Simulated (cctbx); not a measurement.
**Diagnosing a refinement**

Cell a = 4.3470 Å, b = 4.3470 Å, c = 22.7510 Å, α = 90.00°, β = 90.00°, γ = 120.00°; space group P6_3/mmc (no. 194). The compound is Er3As3Au2.

The data are simulated with cctbx, not measured: Ag Kα, λ = 0.56087 Å, to d = 0.7 Å, 95 % of the full sphere, strongest reflection 70000 counts, noise from counting, a 6 % proportional error and a noise floor of 8 counts (s.d.); no absorption.

An anisotropic refinement with weights 1/σ² prints:

```text
Rint 0.048, 272 unique reflections to 0.70 A
cycle     R1     wR2    GooF  max shift (A)
   1  0.0168  0.0474   2.045   0.00074
   2  0.0113  0.0303   1.307   0.00000
final R1 0.0113 wR2 0.0303 GooF 1.307  parameters 13  data/parameter 20.9
atom        x        y        z      Ueq    occ   su(xyz)  su(Uiso or U11)
Ir1    0.00000  0.00000  0.18418   0.0152  1.000  0.00001  0.0001
Er1    0.33333  0.66667  0.25000   0.0172  1.000  0.00000  0.0001
Er2    0.33333  0.66667  0.07447   0.0190  1.000  0.00001  0.0001
As1    0.00000  0.00000  0.50000   0.0222  1.000  0.00000  0.0003
As2    0.33333  0.66667  0.65327   0.0213  1.000  0.00003  0.0002
difference map: max 1.20 min -0.98 rms 0.20
Q1    0.0000  0.0000  0.1915    4    1.23  0.17 A from Ir1
Q2    0.0000  0.0000  0.1632    4    0.86  0.48 A from Ir1
Q3    0.2166  0.4331  0.7500    6    0.62  2.21 A from Er1
Q4    0.3333  0.6667  0.1366    4    0.52  1.41 A from Er2
Q5    0.1866  0.3733  0.1852   12    0.50  1.41 A from Ir1
Q6    0.9972  0.4986  0.0277   12    0.49  1.65 A from Er2
```

**Question.** Can this result stand? If not, what is the likely fault?

Mend it. The fault: wrong element: Ir1 is Au. Against the right model at the same level, R1 goes from 0.0083 to 0.0113 and GooF from 0.92 to 1.31. Ir1 has 2 electrons too few and its U shrinks to make up, as expected (near an absorption edge f′ can widen the mismatch well beyond the difference in Z).

The compound is Er3As3Au2. The right model at the same level gives:

```text
Rint 0.048, 272 unique reflections to 0.70 A
cycle     R1     wR2    GooF  max shift (A)
   1  0.0084  0.0217   0.937   0.00008
   2  0.0083  0.0212   0.916   0.00000
final R1 0.0083 wR2 0.0212 GooF 0.916  parameters 13  data/parameter 20.9
atom        x        y        z      Ueq    occ   su(xyz)  su(Uiso or U11)
Au1    0.00000  0.00000  0.18419   0.0157  1.000  0.00001  0.0001
Er1    0.33333  0.66667  0.25000   0.0167  1.000  0.00000  0.0001
Er2    0.33333  0.66667  0.07448   0.0185  1.000  0.00001  0.0001
As1    0.00000  0.00000  0.50000   0.0218  1.000  0.00000  0.0002
As2    0.33333  0.66667  0.65324   0.0208  1.000  0.00002  0.0002
difference map: max 0.56 min -0.63 rms 0.15
Q1    0.2151  0.4302  0.7500    6    0.59  2.20 A from Er1
Q2    0.3333  0.6667  0.6161    4    0.52  0.84 A from As2
Q3    0.9981  0.4991  0.0271   12    0.50  1.66 A from Er2
Q4    0.3333  0.6667  0.0177    4    0.49  1.29 A from Er2
Q5    0.1885  0.3770  0.1850   12    0.48  1.42 A from Au1
Q6    0.3333  0.6667  0.1338    4    0.47  1.35 A from Er2
```

The model is made up (kin elements in a known structure type, no relaxation), so it says nothing on whether the phase exists.

[Middle refinement cycles are left out of these outputs.]

[Logs are printed without paths, hosts, clocks, repeated set-up lines and the standing remarks that a program may print on its own settings, such as how far it seeks lower states.]
